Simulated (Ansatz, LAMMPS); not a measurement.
**Relaxing glassy 81GeO2-15Li2O-4Gd2O3 (mol %) (83 atoms)**

Aim: bring glassy 81GeO2-15Li2O-4Gd2O3 (mol %) (83 atoms) to a nearby minimum of the energy and see what moves.

Main program and level: Ansatz 0.2.0; Kohn-Sham DFT, PBE, PAW (set soft_2), plane waves.

### 1. Set-up

The cell holds 83 atoms: 22 Ge, 8 Li, 2 Gd and 51 O. Cell: a = 10.565 Å, b = 10.565 Å, c = 10.565 Å, α = 90.0°, β = 90.0°, γ = 90.0°. 83 atoms (22 Ge, 8 Li, 2 Gd, 51 O) placed at random at 3.86 g/cm³, melted at 4000 K for 10 ps at fixed volume with the Morse and Coulomb pair potential with partial charges (Pedone, Malavasi, Menziani, Cormack and Segre, J. Phys. Chem. B 110, 11780 (2006)). Quenched from 4000 K to 300 K at 10 K/ps and fixed volume, held 10 ps at zero pressure.

Limits known from the start: The quench rate of 10 K/ps far exceeds what a furnace or splat quench reaches, so expect more defects and frozen-in strain than in a real sample. The network of bonds at the start is that of the classical potential that made the cell. Without a Hubbard term or exact exchange, open shells on Gd are likely too delocalised. Only the Γ point is sampled, in a cell whose shortest periodic width is 11 Å. The levels lack spin–orbit coupling, which is large for the heavy elements here.

### 2. Single point at the start

A single point comes first, to see the forces before anything moves.

File input.yaml:

```yaml
crystal:
  lattice:
    - [10.56507, 0.0, 0.0]
    - [0.0, 10.56507, 0.0]
    - [0.0, 0.0, 10.56507]
  atoms:
    - { symbol: Ge, position: [0.13832, 0.60724, 0.67914] }
    - { symbol: Ge, position: [0.81497, 0.20861, 0.81014] }
    - { symbol: Ge, position: [0.93644, 0.70582, 0.23421] }
    - { symbol: Ge, position: [0.87196, 0.4535, 0.66763] }
    [... 73 atom lines left out ...]
    - { symbol: O, position: [0.62195, 0.04966, 0.58636] }
    - { symbol: O, position: [0.84027, 0.81775, 0.13737] }
    - { symbol: O, position: [0.45163, 0.09716, 0.85848] }
    - { symbol: O, position: [0.07726, 0.17723, 0.51704] }
    - { symbol: O, position: [0.09826, 0.48016, 0.93289] }
    - { symbol: O, position: [0.99137, 0.09467, 0.25422] }
magnetization:
  spin_polarized: true
kpoints:
  mp_grid: { grid: [1, 1, 1] }
hamiltonian:
  xc: pbe
scf:
  occupations: { method: gaussian, width: 0.025 }
output:
  forces: true
  stress: true
  populations: true
  dos:
    method: { smearing: { sigma: 0.1 } }
    de: 0.1
    projected: { site_lists: { Gd: [Gd], Ge: [Ge], Li: [Li], O: [O] } }
  eigenvalues: true
```

Started as:

```bash
$ ansatz run input.yaml --threads 4 --pin off --max-ram 8192MiB --backend cpu --events-out ev --progress --plain --runs-dir out
```

Run time: 57 s. Hardware: 4 threads of Arm Neoverse V2, shared host; peak memory 2.8 GiB.

The program notes that the stability of the SCF solution was not settled.

Read from the output:

```
free energy                                      : -143739.7283 eV
free energy per atom                             : -1731.8040 eV/atom
SCF cycles                                       : 21
pressure                                         : 7.635 GPa
r.m.s. force component                           : 1.225 eV/Å
longest force                                    : 4.107 eV/Å
Fermi energy                                     : 5.336 eV
gap (highest filled to lowest empty level) : 2.218 eV
absolute moment                                  : 14.05 μB
spilling of the projection                       : 0.005206
```

The r.m.s. force component of 1.2 eV/Å and the pressure of 7.6 GPa set the starting point.

Neighbours are counted within 2.23 Å (O-Ge), 2.52 Å (O-Li), 3.07 Å (O-Gd).

Length of the force by element and coordination:

```csv
element,coordination,atoms,mean length of the force (eV/Å),spread,least,most
Gd,all,2,1.10,0.529,0.569,1.63
Ge,all,22,2.11,0.905,0.762,3.70
Ge,4,20,2.10,0.922,0.762,3.70
Ge,5,2,2.27,0.696,1.57,2.96
Li,all,8,0.596,0.246,0.195,0.911
Li,3,5,0.557,0.257,0.195,0.903
Li,4,3,0.661,0.213,0.390,0.911
O,all,51,2.03,0.883,0.453,4.11
O,2,30,2.00,0.946,0.453,4.11
O,3,17,2.24,0.767,0.836,3.73
O,4,4,1.43,0.432,0.974,2.05
```

### 3. Relaxation

The atoms are relaxed in the fixed cell, aiming at the force tolerance of the input.

input.yaml, the sections that differ from step 2:

```yaml
output:
  forces: true
relax:
  f_tol: 0.03
  max_steps: 76
# crystal, magnetization, kpoints, hamiltonian, scf: as in step 2
```

Wall time 4.7 min (4 threads); peak memory 2.8 GiB; 19 min of CPU time.

The steps of the relaxation:

```csv
step,energy less that of the first step (eV),largest force component (eV/Å)
1,0.0000,3.5927
2,-5.6714,2.0166
3,-8.5016,0.6270
4,-9.2333,0.5272
5,-9.5743,0.3326
6,-9.7240,0.2915
7,-9.8266,0.2282
8,-9.8660,0.2704
9,-9.9108,0.1513
10,-9.7538,0.3629
11,-9.9311,0.0560
12,-9.9332,0.0460
13,-9.9352,0.0218
```

Relaxation step 10 was tried and not accepted.

The atoms that moved most (Å):

```csv
atom,dx,dy,dz,length
O55,-0.754,0.253,-0.076,0.799
O33,0.150,-0.601,0.172,0.643
O38,-0.341,-0.134,0.468,0.594
O75,0.103,-0.322,-0.419,0.539
Li29,0.200,-0.375,0.304,0.523
O70,-0.202,0.220,-0.410,0.508
O41,0.033,-0.421,0.252,0.492
O59,-0.194,0.005,0.445,0.485
```

The relaxation changed the energy by -120 meV/atom, and atoms moved by 0.32 Å r.m.s., 0.80 Å at most.

### 4. Local order after relaxation

Bonds before and after, by the cutoffs listed below:

```csv
pair,bonds before,bonds after,mean before (Å),mean after (Å),spread before (Å),spread after (Å)
O-Ge,90,90,1.736,1.792,0.057,0.043
O-Li,27,30,2.071,2.029,0.154,0.136
O-Gd,10,11,2.307,2.319,0.152,0.163
```

Density 3.92 g/cm³, 14.21 Å³ an atom.

g(r), total and by pair (bins of 0.2 Å):

```csv
r (Å),total,O-O,O-Ge,O-Li,O-Gd,Ge-Ge,Ge-Li
1.70,2.67,0.00,8.20,0.00,0.00,0.00,0.00
1.90,1.71,0.00,3.56,4.70,0.00,0.00,0.00
2.10,0.37,0.00,0.00,2.65,1.95,0.00,0.00
2.30,0.32,0.00,0.07,1.13,5.38,0.00,0.00
2.50,0.21,0.33,0.00,0.00,1.56,0.00,0.00
2.70,0.59,1.36,0.00,0.17,0.62,0.00,0.70
2.90,1.60,3.89,0.05,0.14,0.00,0.00,1.93
3.10,1.11,1.83,0.26,0.46,0.00,1.58,2.20
3.30,1.20,0.91,0.50,1.16,0.00,4.28,3.88
3.50,0.86,0.80,0.81,0.94,0.37,1.29,0.66
3.70,0.95,0.76,1.04,1.25,2.00,0.00,0.59
3.90,0.97,0.68,1.54,1.06,0.59,0.00,0.52
4.10,1.00,0.49,1.38,1.91,1.12,0.69,1.12
4.30,1.18,0.84,1.54,1.31,1.51,0.84,1.16
4.50,1.16,0.64,2.00,1.14,0.67,0.58,1.06
4.70,1.01,0.73,1.31,1.00,1.67,1.50,0.36
4.90,0.95,1.09,0.65,1.11,1.16,1.46,1.00
5.10,0.97,1.07,0.69,0.80,2.67,1.63,0.62
```

Bonds by pair of elements; cutoffs follow the first minimum of g(r), held within bounds set by covalent radii, and pairs that aren't listed don't count as bonded:

```csv
pair A-B,cutoff (Å),bonds,mean length (Å),spread (Å),shortest (Å),B about A,A about B
O-Ge,2.17,90,1.79,0.043,1.72,1.76,4.09
O-Li,2.48,30,2.03,0.136,1.81,0.588,3.75
O-Gd,3.07,11,2.32,0.163,2.15,0.216,5.5
```

How many atoms have how many bonded neighbours:

```csv
element,mean,2,3,4,5,6
Gd,5.5,0,0,0,1,1
Ge,4.09,0,0,20,2,0
Li,3.75,0,3,4,1,0
O,2.57,26,21,4,0,0
```

Bond angles, per cent of each kind in bins of 5°:

```csv
angle (°),O-Ge-O,Ge-O-Li,O-Li-O,Ge-O-Ge,O-Gd-O
65–70,0.0,0.0,0.0,0.0,4.0
70–75,0.0,0.0,4.7,0.0,4.0
75–80,0.0,0.0,7.0,0.0,12.0
80–85,1.4,2.3,2.3,0.0,8.0
85–90,2.9,9.3,9.3,0.0,8.0
90–95,3.6,7.0,4.7,0.0,16.0
95–100,8.6,9.3,7.0,0.0,12.0
100–105,12.9,7.0,9.3,0.0,0.0
105–110,25.7,4.7,7.0,0.0,4.0
110–115,23.6,9.3,9.3,0.0,0.0
115–120,15.0,16.3,7.0,5.1,4.0
120–125,2.1,16.3,4.7,12.8,8.0
125–130,1.4,7.0,4.7,25.6,4.0
130–135,0.7,0.0,4.7,12.8,0.0
135–140,0.0,11.6,9.3,15.4,4.0
140–145,0.7,0.0,4.7,12.8,0.0
145–150,0.0,0.0,2.3,7.7,4.0
150–155,0.0,0.0,0.0,5.1,0.0
155–160,0.0,0.0,0.0,0.0,0.0
160–165,0.0,0.0,0.0,2.6,0.0
165–170,0.7,0.0,2.3,0.0,8.0
170–175,0.7,0.0,0.0,0.0,0.0
```

Bond angles (no mean is given where the spread exceeds 20°):

```csv
angle,count,mean (°),spread (°)
O-Ge-O,140,109,11.8
Ge-O-Li,43,112,15.7
O-Li-O,43,-,-
Ge-O-Ge,39,134,10.3
O-Gd-O,25,-,-
```

Oxygen atoms by the number of network formers (Si, P, Ge, B, Al, As, Ga) bound to them:

```csv
network formers bound to O,O atoms,per cent
0,0,0
1,12,23.5
2,39,76.5
```

Network units: each former by its oxygen neighbours and how many of them bridge to another former:

```csv
former,O neighbours,bridging O,atoms
Ge,4,2,2
Ge,4,3,8
Ge,4,4,10
Ge,5,5,2
```

Bond length by coordination (bonds to H left out):

```csv
element,coordination,atoms,mean bond length (Å)
Gd,5,1,2.28
Gd,6,1,2.35
Ge,4,20,1.78
Ge,5,2,1.87
Li,3,3,1.94
Li,4,4,2.06
Li,5,1,2.10
O,2,26,1.79
O,3,21,1.93
O,4,4,2.04
```

Rings of the network by King's shortest-path rule, up to 12 atoms, one path for each pair of neighbours; H, halogens, alkali and alkaline-earth atoms are left out, and the last column divides by all other atoms, bonded or not:

```csv
ring size (atoms),rings,per network atom
4,1,0.013
6,2,0.027
8,9,0.12
10,13,0.173
12,11,0.147
```

By these cutoffs 50 % of Gd atoms have 5 and as many 6, 91 % of Ge atoms have 4, 50 % of Li atoms have 4 and 51 % of O atoms have 2 bonded neighbours. The O-Ge-O angle averages 109° with a spread of 12°. Counting bonds to Ge alone, not to Gd, 76 % of the oxygens join two of these atoms and 24 % one. The commonest Ge unit has 4 oxygens, 4 of them shared with other formers (10 of 22 atoms). Rings of 10 atoms are the most common (36 % of those counted); sizes run from 4 to 12, where the search stops.

### 5. Single point at the relaxed geometry

The electronic structure is read at the final geometry, in a run of its own.

File input.yaml:

```yaml
crystal:
  lattice:
    - [10.56507, 0.0, 0.0]
    - [0.0, 10.56507, 0.0]
    - [0.0, 0.0, 10.56507]
  atoms:
    - { symbol: Ge, position: [0.15506, 0.61269, 0.6801] }
    - { symbol: Ge, position: [0.82125, 0.23419, 0.80716] }
    - { symbol: Ge, position: [0.93336, 0.69927, 0.23174] }
    - { symbol: Ge, position: [0.87428, 0.48711, 0.6727] }
    [... 73 atom lines left out ...]
    - { symbol: O, position: [0.62049, 0.05548, 0.61367] }
    - { symbol: O, position: [0.82237, 0.80819, 0.13575] }
    - { symbol: O, position: [0.45437, 0.07084, 0.83076] }
    - { symbol: O, position: [0.09125, 0.18734, 0.51027] }
    - { symbol: O, position: [0.1305, 0.46496, 0.94607] }
    - { symbol: O, position: [0.9799, 0.11429, 0.2398] }
magnetization:
  spin_polarized: true
kpoints:
  mp_grid: { grid: [1, 1, 1] }
hamiltonian:
  xc: pbe
scf:
  occupations: { method: gaussian, width: 0.025 }
output:
  forces: true
  stress: true
  populations: true
  dos:
    method: { smearing: { sigma: 0.15 } }
    de: 0.1
    projected: { site_lists: { Gd: [Gd], Ge: [Ge], Li: [Li], O: [O] } }
  eigenvalues: true
  write_density: true
  write_potential: true
  volumetric_format: npy
```

Wall time 86 s (4 threads); peak memory 2.8 GiB.

The program notes that the exchange-correlation potential is rough where the density is thin.

The run gave:

| Property | Result |
| --- | --- |
| free energy | -143749.6634 eV |
| free energy per atom | -1731.9237 eV/atom |
| SCF cycles | 33 |
| pressure | -1.411 GPa |
| r.m.s. force component | 0.00546 eV/Å |
| longest force | 0.02903 eV/Å |
| Fermi energy | 5.177 eV |
| gap (highest filled to lowest empty level) | 2.086 eV |
| absolute moment | 14.05 μB |
| spilling of the projection | 0.005119 |

Löwdin charges by element and coordination (they lack the spilled electrons, 0.042 e an atom on average):

```csv
element,coordination,atoms,mean charge (e),spread,least,most
Gd,all,2,1.14,0.0164,1.12,1.15
Gd,5,1,1.15,0,1.15,1.15
Gd,6,1,1.12,0,1.12,1.12
Ge,all,22,1.54,0.0318,1.49,1.59
Ge,4,20,1.54,0.0314,1.49,1.59
Ge,5,2,1.52,0.0256,1.49,1.54
Li,all,8,0.790,0.0101,0.773,0.806
Li,3,3,0.791,0.0109,0.781,0.806
Li,4,4,0.793,0.0059,0.788,0.803
Li,5,1,0.773,0,0.773,0.773
O,all,51,-0.765,0.0563,-0.987,-0.703
O,2,26,-0.730,0.0112,-0.754,-0.703
O,3,21,-0.788,0.0496,-0.943,-0.711
O,4,4,-0.869,0.0701,-0.987,-0.804
```

Magnetic moments by element and coordination:

```csv
element,coordination,atoms,mean moment (μB),spread,least,most
Gd,all,2,-0.0022,6.74,-6.74,6.74
Gd,5,1,6.74,0,6.74,6.74
Gd,6,1,-6.74,0,-6.74,-6.74
Ge,all,22,0,1.0e-4,-2.0e-4,3.0e-4
Ge,4,20,0,1.0e-4,-2.0e-4,3.0e-4
Ge,5,2,0,0,0,0
Li,all,8,0,0,0,1.0e-4
Li,3,3,0,0,0,1.0e-4
Li,4,4,0,0,0,0
Li,5,1,0,0,0,0
O,all,51,-2.0e-4,0.0012,-0.0058,0.0029
O,2,26,-2.0e-4,0.0011,-0.0058,3.0e-4
O,3,21,1.0e-4,0.0013,-0.0036,0.0029
O,4,4,-0.001,0.001,-0.0025,1.0e-4
```

States in the cell by windows of 1 eV, zero at the Fermi level; the larger projections on atomic orbitals stand beside the total:

```csv
from (eV),to (eV),total up,total down,O p,Ge p,Ge s,Gd f,O s
-18,-17,12.2,12.1,0.2,2.8,0.4,0.0,18.8
-17,-16,4.0,4.8,0.1,0.8,0.1,0.0,6.0
-16,-15,0.6,0.0,0.0,0.0,0.0,0.0,0.4
-15,-11,0.0,0.0,0.0,0.0,0.0,0.0,0.0
-11,-10,3.2,3.2,3.6,0.2,2.4,0.0,0.3
-10,-9,5.4,5.4,6.1,0.6,3.4,0.0,0.7
-9,-8,6.4,6.4,7.5,1.0,3.2,0.0,1.0
-8,-7,5.8,5.8,7.1,1.2,2.2,0.0,0.9
-7,-6,10.0,10.0,14.5,4.5,0.3,0.0,0.3
-6,-5,14.0,13.9,20.4,5.2,0.6,0.1,0.9
-5,-4,20.0,20.1,31.6,4.8,0.4,0.3,1.7
-4,-3,35.0,30.2,52.4,2.7,0.2,6.6,1.2
-3,-2,41.6,46.0,77.3,1.1,0.1,6.3,0.6
-2,-1,18.2,18.3,34.1,0.4,0.0,0.9,0.2
-1,0,0.3,0.6,0.9,0.0,0.0,0.0,0.0
0,1,0.2,0.2,0.1,0.0,0.2,0.0,0.1
1,2,0.8,3.6,0.3,0.1,0.6,2.8,0.4
2,3,11.6,8.8,2.8,1.0,3.9,10.7,1.4
3,4,6.3,6.2,3.4,1.7,4.7,0.1,1.6
4,5,8.2,8.0,3.8,2.7,4.2,0.0,1.5
```

Between -26 and -18 eV lie 300 more states.

The levels nearest the highest filled one (over half full), pooled over k-points and spins:

```csv
level less the highest filled one (eV),occupation
-0.314,1
-0.282,1
-0.121,1
-0.110,1
-0.0971,1
0,1
2.09,0
2.09,0
2.95,0
2.96,0
3.01,0
3.03,0
```

Mean Löwdin charges: Gd +1.14, Ge +1.54, Li +0.79, O -0.76 e (they miss 0.51 % of the electrons, so they add up to more than the cell's charge). The cell holds a total moment of 0 μB, from site moments of up to 6.7 μB that point both ways; no search proves this magnetic order the lowest. The largest share in the top eV of filled states is O p (95 % of the projected weight), and in the lowest eV of empty states Gd f (74 % of the projected weight).

### 6. Results

```
energy change in the relaxation                  : -119.7 meV/atom
r.m.s. displacement                              : 0.315 Å
largest displacement                             : 0.799 Å
free energy per atom                             : -1731.9237 eV/atom
pressure                                         : -1.411 GPa
r.m.s. force component                           : 0.00546 eV/Å
gap (highest filled to lowest empty level) : 2.086 eV
wall time of the 3 DFT runs                      : 7.1 min
```

Relaxation lowers the energy by 120 meV/atom and moves atoms by 0.32 Å r.m.s.; the r.m.s. force component goes from 1.2 to 0.0055 eV/Å, the pressure goes from 7.6 to -1.4 GPa, and the gap from 2.22 to 2.09 eV. By the final cutoffs 0 of 127 bonded pairs parted and 4 joined. From the first step to the last the energy fell by 9.935 eV, and the largest move was 0.80 Å (O55). The O-Ge bonds change most in mean length: from 1.736 Å (spread 0.057) to 1.792 Å (spread 0.043). With the cutoffs above, 50 % of Gd atoms have 5 and as many 6, 91 % of Ge atoms have 4, 50 % of Li atoms have 4 and 51 % of O atoms have 2 bonded neighbours. Counting bonds to Ge alone, not to Gd, 76 % of the oxygens join two of these atoms and 24 % one. Between filled and empty levels lie 2.09 eV (at Γ alone); a semilocal functional tends to put such gaps too low. In a disordered cell it changes from sample to sample, and tail or defect levels can set it. The cell holds a total moment of 0 μB, from site moments of up to 6.7 μB that point both ways; no search proves this magnetic order the lowest.

**Limits.** The network of bonds at the start is that of the classical potential that made the cell; in DFT 0 of its 127 bonded pairs passed out of the cutoffs and 4 came within them. The run was spin polarised, started with 1 moments up and 1 down in a pattern of our own, ending at 0.0 μB in the cell; that starting order needn't be the real material's, and it bears on forces, charges and levels.

[Logs are printed without paths, hosts, clocks, repeated set-up lines and the standing remarks that a program may print on its own settings, such as how far it seeks lower states.]

[Hosts, paths, dates, database ids (printed as entryN), source tags and the programs' standing remarks are cut or masked in the printed files.]
